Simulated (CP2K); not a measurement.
Two runs for the C K edge of vinylallene. Run A: CP2K XAS_TDP, all-electron GAPW, PBEh(45%), aug-cc-pVDZ, TDA, no relativity. Run B differs in one setting.

First lines with a strength over 0.0015. A:

```tsv
atom	energy (eV)	states	strength, one atom
C1 (bonded to C and 2 H)	281.62	1	0.0472
	283.15	1	0.0021
	284.30	1	0.0034
	285.22	1	0.0148
	285.50	1	0.0033
C2 (bonded to 2 C)	281.44	1	0.0544
	281.66	1	0.0573
	287.45	1	0.0018
	288.54	1	0.0019
	289.14	1	0.0022
C3 (bonded to 2 C and H)	281.72	1	0.0390
	283.67	1	0.0039
	284.58	1	0.0131
	284.87	1	0.0038
	285.32	1	0.0050
C4 (bonded to 2 C and H)	281.24	1	0.0476
	284.59	1	0.0089
	284.62	1	0.0092
	284.79	1	0.0095
	286.17	1	0.0027
C5 (bonded to C and 2 H)	280.72	1	0.0486
	284.07	1	0.0065
	284.41	1	0.0155
	285.27	1	0.0020
	285.73	1	0.0052
```

B:

```tsv
atom	energy (eV)	states	strength, one atom
C1 (bonded to C and 2 H)	287.68	1	0.0462
	289.21	1	0.0020
	290.36	1	0.0033
	291.28	1	0.0145
	291.56	1	0.0033
C2 (bonded to 2 C)	287.00	1	0.0534
	287.22	1	0.0562
	293.01	1	0.0018
	294.10	1	0.0018
	294.71	1	0.0022
C3 (bonded to 2 C and H)	287.64	1	0.0382
	289.59	1	0.0038
	290.50	1	0.0128
	290.79	1	0.0037
	291.24	1	0.0049
C4 (bonded to 2 C and H)	287.18	1	0.0467
	290.54	1	0.0087
	290.56	1	0.0091
	290.73	1	0.0093
	292.11	1	0.0027
C5 (bonded to C and 2 H)	286.61	1	0.0476
	289.95	1	0.0064
	290.29	1	0.0152
	291.16	1	0.0020
	291.61	1	0.0051
```

Q: Which was it: the functional, scalar relativity switched on, GW2X switched on, the basis?

GW2X switched on. GW2X shifts an atom's lines together and keeps their spacings. Against PBEh(45%) in aug-cc-pVDZ, the leading lines move by +6.06 eV (C1, to 287.68), +5.56 eV (C2, to 287.00), +5.92 eV (C3, to 287.64), +5.94 eV (C4, to 287.18) and +5.89 eV (C5, to 286.61).

[Banner, clock and machine lines of the logs are left out without a mark of their own.]

[Logs are printed without paths, hosts, clocks, repeated set-up lines and the standing remarks that a program may print on its own settings, such as how far it seeks lower states.]

[Hosts, paths, dates, database ids (printed as entryN), source tags and the programs' standing remarks are cut or masked in the printed files.]
